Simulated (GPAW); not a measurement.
# Polarising 2H-CrSSe monolayer with a field along the normal

The dipole of the cell at several fields, atoms fixed. What does the strongest field give, and what length does the slope stand for?

Set-up. GPAW 26.7.0, plane waves (400 eV), PAW setups, PBE, 12×12 mesh, a dipole layer in the vacuum; geometry relaxed without an applied field with GPAW. The cell's area is 8.48 Å², and e/ε0 = 180.95 V Å.

What came out, but for one run:

| field (V/Å) | dipole (e Å) |
| --- | --- |
| −0.2 | −0.0881 |
| −0.1 | −0.0635 |
| −0.05 | −0.0512 |
| 0.05 | −0.0265 |
| 0.1 | −0.0142 |
| 0.2 | 0.0104 |
| 0.3 | ? |

**Question.** What is the dipole at 0.3 V/Å?

**Working.** A line through the 6 points has the slope α = 0.246 e Å per V/Å and the intercept p₀ = −0.0389 e Å (r.m.s. residual 2.4e−05). At 0.3 V/Å it gives p = −0.0389 + 0.246 × 0.3 = 0.0350 e Å; the run gives 0.0351 e Å, so the response stays linear to 0.1 % of the induced part. Dividing by ε0 and the area: α/(ε0 A) = 0.246 × 180.95 / 8.48 = 5.26 Å, against 3.05 Å between the outer nuclei. For a gapped layer this length is t(1 − 1/ε), so it fixes ε only once a thickness t is chosen.

Caveats: This is the electronic response alone; ions that move would add to it in polar layers. No run was spin-polarised, so magnetic states weren't tested. Layers with unlike faces were relaxed with their cell in a fully periodic cell without the dipole layer, so their atoms felt a small spurious field.
